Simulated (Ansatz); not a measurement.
## linear Pt chain under tension and compression

Wanted: energy, moment and open channels of the linear Pt chain from 12 % compression to 30 % stretch.

Calculated with Ansatz 0.2.0; DFT PBE, plane waves, PAW; relaxation of a chain's period, in the first sound run; inputs show where later runs differ.

Most raw output is cut from this account.

**1. The structure**

The cell holds 1 atom: 1 Pt. Its edges and angles: a = 7.500 Å, b = 7.500 Å, c = 2.530 Å, α = 90.0°, β = 90.0°, γ = 90.0°. Vacuum lies along a and b. The structure's axis is c.

As a file:

```cif
data_structure
_symmetry_space_group_name_H-M 'P 1'
_symmetry_Int_Tables_number 1
_cell_length_a 7.5000
_cell_length_b 7.5000
_cell_length_c 2.5296
_cell_angle_alpha 90.000
_cell_angle_beta 90.000
_cell_angle_gamma 90.000
_cell_volume 142.29
loop_
_atom_site_label
_atom_site_type_symbol
_atom_site_fract_x
_atom_site_fract_y
_atom_site_fract_z
_atom_site_occupancy
Pt1 Pt 0.50000 0.50000 0.00000 1
```

**2. Relaxation of atoms and period**

Band widths follow the bond lengths, so the chain is relaxed first. The atoms and the third cell vector are free; the box across stays fixed as vacuum. Moments are seeded so that a magnetic state can form if it lies lower. A Fermi-Dirac smearing is set since the result may be a metal. The pressure printed is a third of the stress's trace over the whole box, vacuum included; only the stress along the axis is relaxed.

Input file input.yaml:

```yaml
crystal:
  lattice:
    - [7.5, 0.0, 0.0]
    - [0.0, 7.5, 0.0]
    - [0.0, 0.0, 2.5296]
  atoms:
    - { symbol: Pt, position: [0.5, 0.5, 0.0], spin: 0.6 }
magnetization:
  spin_polarized: true
kpoints:
  mp_grid: { grid: [1, 1, 32] }
scf:
  occupations: { method: fermi_dirac, width: 0.05 }
hamiltonian:
  xc: pbe
relax:
  cell: { fix: [a, b, alpha, beta, gamma] }
  max_steps: 60
```

Launch:

```console
$ ansatz run input.yaml --threads 4 --pin off --max-ram 8192MiB --backend cpu --events-out ev --progress --plain --runs-dir out
```

Run time: 6.3 s. Hardware: 4 threads of Arm Neoverse V2, shared host; peak memory 0.41 GiB.

Relaxation path:

```tsv
step	energy less that of the first step (eV)	largest force component (eV/Å)	pressure (GPa)	volume (Å³)
1	0.0000	0.0000	-1.94	142.29
2	-0.1833	0.0000	-0.87	135.35
3	-0.1956	0.0000	0.61	130.14
4	-0.2083	0.0000	-0.08	132.27
5*	-0.2070	0.0000	-0.08	132.27
```

Relaxation steps marked * repeat the geometry before them on a plane-wave basis chosen anew for their cell, so energy and pressure can jump there.

```tsv
cell as run	before	after	change
c (Å)	2.530	2.352	-7.0 %
```

The relaxed structure:

```
Pt
1.0
     7.50000    0.00000    0.00000
     0.00000    7.50000    0.00000
     0.00000    0.00000    2.35152
Pt
1
Direct
  0.50000 0.50000 0.00000
```

Numbers from this step:

| Item | Value |
| --- | --- |
| energy at zero smearing | -12520.4145 eV |
| cell length along the wire | 2.352 Å |

The cell's length comes to 2.352 Å with no moment.

**3. The chain at a fixed length, period over the relaxed period 0.88, k-mesh 1×1×39**

This step: DFT PBE, plane waves, PAW; channels and complex bands of a perfect chain (Ansatz 0.2.0).

The period is set to 0.88 times the relaxed one: shorter bonds widen the bands.

The cell differs from the one that the last finished run ended in (c 2.352 → 2.069 Å).

input.yaml, the sections that differ from step 2:

```yaml
crystal:
  lattice:
    - [7.5, 0.0, 0.0]
    - [0.0, 7.5, 0.0]
    - [0.0, 0.0, 2.0693342424]
  atoms:
    - { symbol: Pt, position: [0.5, 0.5, 0.0], spin: 0.6 }
kpoints:
  mp_grid: { grid: [1, 1, 39] }
output:
  transmission:
    e_range: [-2, 2]
    de: 0.035
    kmesh: [1, 1]
    reduced_basis: true
    leads: [[0, 0]]
  stress: true
# magnetization, scf, hamiltonian: as in step 2
# relax: removed
```

It took 18 s on 4 threads; peak memory 0.44 GiB.

Numbers from this step:

```yaml
energy_at_zero_smearing: -12519.2694 eV
channels_at_the_energy_nearest_the_fermi_level_spin_up: 4
channels_at_the_energy_nearest_the_fermi_level_spin_down: 4
conductance_of_the_lead_as_this_run_defines_it: 4.000 G₀
band_gap: 0 eV
```

Open channels of the lead against energy, zero at the Fermi level:

```tsv
energy (eV)	spin up	spin down
-2.000	6	6
-1.895	6	6
-1.790	6	6
-1.685	6	6
-1.615	6	6
-1.510	6	6
-1.405	6	6
-1.300	6	6
-1.195	6	6
-1.090	6	6
-0.985	6	6
-0.915	6	6
-0.810	4	4
-0.705	4	4
-0.600	4	4
-0.495	4	4
-0.390	4	4
-0.285	4	4
-0.215	4	4
-0.110	4	4
-0.005	4	4
0.100	4	4
0.205	4	4
0.310	4	4
0.415	4	4
0.485	4	4
0.590	4	4
0.695	4	4
0.800	3	3
0.905	3	3
1.010	3	3
1.115	3	3
1.185	3	3
1.290	3	3
1.395	3	3
1.500	3	3
1.605	3	3
1.710	3	3
1.815	3	3
1.885	3	3
```

At the computed energy nearest the Fermi level there are 4 spin-up and 4 spin-down channels, and the thermal average gives 4.00 G₀.

**4. At a set period, period over the relaxed period 0.92, k-mesh 1×1×37**

The period is set to 0.92 times the relaxed one: shorter bonds widen the bands.

The cell differs from the one that the last finished run ended in (c 2.069 → 2.163 Å).

Edit input.yaml of step 3 so:

```diff
@@ -4,3 +4,3 @@
     - [0.0, 7.5, 0.0]
-    - [0.0, 0.0, 2.0693342424]
+    - [0.0, 0.0, 2.1633948898]
   atoms:
@@ -10,3 +10,3 @@
 kpoints:
-  mp_grid: { grid: [1, 1, 39] }
+  mp_grid: { grid: [1, 1, 37] }
 scf:
```

Run time: 16 s. Hardware: 4 threads; peak memory 0.43 GiB; 51 s of CPU time.

At the computed energy nearest the Fermi level there are 4 spin-up and 4 spin-down channels, and the thermal average gives 4.00 G₀.

**5. At a set period, period over the relaxed period 0.96, k-mesh 1×1×36**

The period is set to 0.96 times the relaxed one: shorter bonds widen the bands.

The cell differs from the one that the last finished run ended in (c 2.163 → 2.257 Å).

Edit input.yaml of step 4 so:

```diff
@@ -4,3 +4,3 @@
     - [0.0, 7.5, 0.0]
-    - [0.0, 0.0, 2.1633948898]
+    - [0.0, 0.0, 2.2574555372]
   atoms:
@@ -10,3 +10,3 @@
 kpoints:
-  mp_grid: { grid: [1, 1, 37] }
+  mp_grid: { grid: [1, 1, 36] }
 scf:
```

Elapsed: 15 s, on 4 threads; peak memory 0.42 GiB.

At the computed energy nearest the Fermi level there are 4 spin-up and 4 spin-down channels, and the thermal average gives 4.00 G₀.

**6. The chain at a fixed length, period over the relaxed period 1, k-mesh 1×1×35**

The period is set to 1.0 times the relaxed one, as the point of reference.

Edit input.yaml of step 5 so:

```diff
@@ -4,3 +4,3 @@
     - [0.0, 7.5, 0.0]
-    - [0.0, 0.0, 2.2574555372]
+    - [0.0, 0.0, 2.3515161846]
   atoms:
@@ -10,3 +10,3 @@
 kpoints:
-  mp_grid: { grid: [1, 1, 36] }
+  mp_grid: { grid: [1, 1, 35] }
 scf:
```

Wall time 15 s (4 threads); peak memory 0.42 GiB.

At the computed energy nearest the Fermi level there are 4 spin-up and 4 spin-down channels, and the thermal average gives 4.00 G₀.

**7. The chain at a fixed length, period over the relaxed period 1.04, k-mesh 1×1×33**

The period is set to 1.04 times the relaxed one: longer bonds narrow the bands.

The cell differs from the one that the last finished run ended in (c 2.352 → 2.446 Å).

Edit input.yaml of step 6 so:

```diff
@@ -4,3 +4,3 @@
     - [0.0, 7.5, 0.0]
-    - [0.0, 0.0, 2.3515161846]
+    - [0.0, 0.0, 2.4455768319]
   atoms:
@@ -10,3 +10,3 @@
 kpoints:
-  mp_grid: { grid: [1, 1, 35] }
+  mp_grid: { grid: [1, 1, 33] }
 scf:
```

Wall time 21 s (4 threads); peak memory 0.48 GiB; 70 s of CPU time.

At the computed energy nearest the Fermi level there are 4 spin-up and 4 spin-down channels, and the thermal average gives 4.00 G₀. The change of length costs 0.070 eV a cell and leaves no moment.

**8. At a set period, period over the relaxed period 1.08, k-mesh 1×1×32**

The period is set to 1.08 times the relaxed one: longer bonds narrow the bands.

The cell differs from the one that the last finished run ended in (c 2.446 → 2.540 Å).

Edit input.yaml of step 7 so:

```diff
@@ -4,3 +4,3 @@
     - [0.0, 7.5, 0.0]
-    - [0.0, 0.0, 2.4455768319]
+    - [0.0, 0.0, 2.5396374793]
   atoms:
@@ -10,3 +10,3 @@
 kpoints:
-  mp_grid: { grid: [1, 1, 33] }
+  mp_grid: { grid: [1, 1, 32] }
 scf:
```

The job ended after 20 s (4 threads; peak memory 0.46 GiB; 66 s of CPU time).

At the computed energy nearest the Fermi level there are 4 spin-up and 4 spin-down channels, and the thermal average gives 4.00 G₀. The change of length costs 0.235 eV a cell and leaves no moment.

**9. The chain at a fixed length, period over the relaxed period 1.13, k-mesh 1×1×31**

The period is set to 1.13 times the relaxed one: longer bonds narrow the bands.

The cell differs from the one that the last finished run ended in (c 2.540 → 2.657 Å).

Edit input.yaml of step 8 so:

```diff
@@ -4,3 +4,3 @@
     - [0.0, 7.5, 0.0]
-    - [0.0, 0.0, 2.5396374793]
+    - [0.0, 0.0, 2.6572132886]
   atoms:
@@ -10,3 +10,3 @@
 kpoints:
-  mp_grid: { grid: [1, 1, 32] }
+  mp_grid: { grid: [1, 1, 31] }
 scf:
```

The job ended after 27 s (4 threads; peak memory 0.48 GiB).

The open channels of the lead by energy, zero at the Fermi level:

```tsv
energy (eV)	spin up	spin down
-2.000	3	3
-1.895	3	3
-1.790	3	3
-1.685	3	3
-1.615	3	3
-1.510	3	3
-1.405	3	3
-1.300	3	3
-1.195	3	3
-1.090	3	3
-0.985	3	3
-0.915	4	4
-0.810	4	4
-0.705	6	6
-0.600	6	6
-0.495	6	6
-0.390	6	6
-0.285	6	6
-0.215	6	6
-0.110	4	4
-0.005	4	4
0.100	4	4
0.205	3	3
0.310	3	3
0.415	1	1
0.485	1	1
0.590	1	1
0.695	1	1
0.800	1	1
0.905	1	1
1.010	1	1
1.115	1	1
1.185	1	1
1.290	1	1
1.395	1	1
1.500	1	1
1.605	1	1
1.710	1	1
1.815	1	1
1.885	1	1
```

At the computed energy nearest the Fermi level there are 4 spin-up and 4 spin-down channels, and the thermal average gives 4.00 G₀. The change of length costs 0.504 eV a cell and leaves no moment.

**10. The chain at a fixed length, period over the relaxed period 1.2, k-mesh 1×1×29**

The period is set to 1.2 times the relaxed one: longer bonds narrow the bands.

The cell differs from the one that the last finished run ended in (c 2.657 → 2.822 Å).

Edit input.yaml of step 9 so:

```diff
@@ -4,3 +4,3 @@
     - [0.0, 7.5, 0.0]
-    - [0.0, 0.0, 2.6572132886]
+    - [0.0, 0.0, 2.8218194215]
   atoms:
@@ -10,3 +10,3 @@
 kpoints:
-  mp_grid: { grid: [1, 1, 31] }
+  mp_grid: { grid: [1, 1, 29] }
 scf:
```

Wall time 12 s (4 threads); peak memory 0.4 GiB; 42 s of CPU time.

At the computed energy nearest the Fermi level there are 1 spin-up and 4 spin-down channels, and the thermal average gives 2.88 G₀. The change of length costs 0.872 eV a cell and leaves an absolute moment of 1.18 μB a cell.

For the conductance of the lead as this run defines it, step 3 gave 4.00 G₀; this run, with period over the relaxed period 1.2 and k-mesh 1×1×29, gives 2.88 G₀ (-28 %).

**11. The chain at a fixed length, period over the relaxed period 1.3, k-mesh 1×1×27**

The period is set to 1.3 times the relaxed one: longer bonds narrow the bands.

The cell differs from the one that the last finished run ended in (c 2.822 → 3.057 Å).

Edit input.yaml of step 10 so:

```diff
@@ -4,3 +4,3 @@
     - [0.0, 7.5, 0.0]
-    - [0.0, 0.0, 2.8218194215]
+    - [0.0, 0.0, 3.0569710399]
   atoms:
@@ -10,3 +10,3 @@
 kpoints:
-  mp_grid: { grid: [1, 1, 29] }
+  mp_grid: { grid: [1, 1, 27] }
 scf:
```

Run time: 13 s. Hardware: 4 threads; peak memory 0.41 GiB.

At the computed energy nearest the Fermi level there are 1 spin-up and 4 spin-down channels, and the thermal average gives 2.80 G₀. The change of length costs 1.380 eV a cell and leaves an absolute moment of 1.22 μB a cell.

For the conductance of the lead as this run defines it, step 3 gave 4.00 G₀; this run, with period over the relaxed period 1.3 and k-mesh 1×1×27, gives 2.80 G₀ (-30 %).

**12. The series together**

Times are for 4 threads of Arm Neoverse V2, shared host. The series side by side:

```tsv
no.	period over the relaxed period	conductance of the lead as this run defines it (G₀)	absolute moment (μB)	energy at zero smearing less the lowest (eV)	time	memory (GiB)
1	0.88	4.000	0	1.149	18 s	0.44
2	0.92	4.000	0	0.4316	16 s	0.43
3	0.96	4.000	0	0.08755	15 s	0.42
4	1	4.000	0	0	15 s	0.42
5	1.04	4.000	0	0.06962	21 s	0.48
6	1.08	4.000	0	0.2347	20 s	0.46
7	1.13	3.997	0	0.5040	27 s	0.48
8	1.2	2.877	1.184	0.8717	12 s	0.4
9	1.3	2.803	1.224	1.380	13 s	0.41
```

**13. Outcome**

| Property | Result |
| --- | --- |
| relaxed cell length | 2.352 Å |
| conductance at period × 0.88 | 4.00 G₀ |
| conductance at period × 1.0 | 4.00 G₀ |
| conductance at period × 1.13 | 4.00 G₀ |
| conductance at period × 1.3 | 2.80 G₀ |
| absolute moment at period × 0.88 | 0 μB |
| absolute moment at period × 1.0 | 0 μB |
| absolute moment at period × 1.3 | 1.22 μB |

In these runs no moment survives at the shortest period, and one is present from a factor of 1.2 on: longer bonds narrow the bands, which favours exchange splitting. The conductance goes from 4.00 G₀ at the shortest period to 2.80 G₀ at the longest, while the magnetic state changes too. Transport is coherent and elastic here: the atoms are frozen, so scattering by vibrations plays no part. Spin-orbit coupling is left out, which matters for the bands of heavy atoms. No search over magnetic orders was made; another may lie lower. For the perfect chain only parallel moments were started; its antiparallel and spiral orders were not tested. Conductances of a perfect chain off the multiples of half a G0 come from band edges within the thermal window; the square box also splits pairs of bands that an isolated chain keeps degenerate, which moves such edges. The lead's cell of one atom keeps the chain straight and evenly spaced; a zigzag or dimerised form may lie lower.

[Logs are printed without paths, hosts, clocks, repeated set-up lines and the standing remarks that a program may print on its own settings, such as how far it seeks lower states.]

[Hosts, paths, dates, database ids (printed as entryN), source tags and the programs' standing remarks are cut or masked in the printed files.]
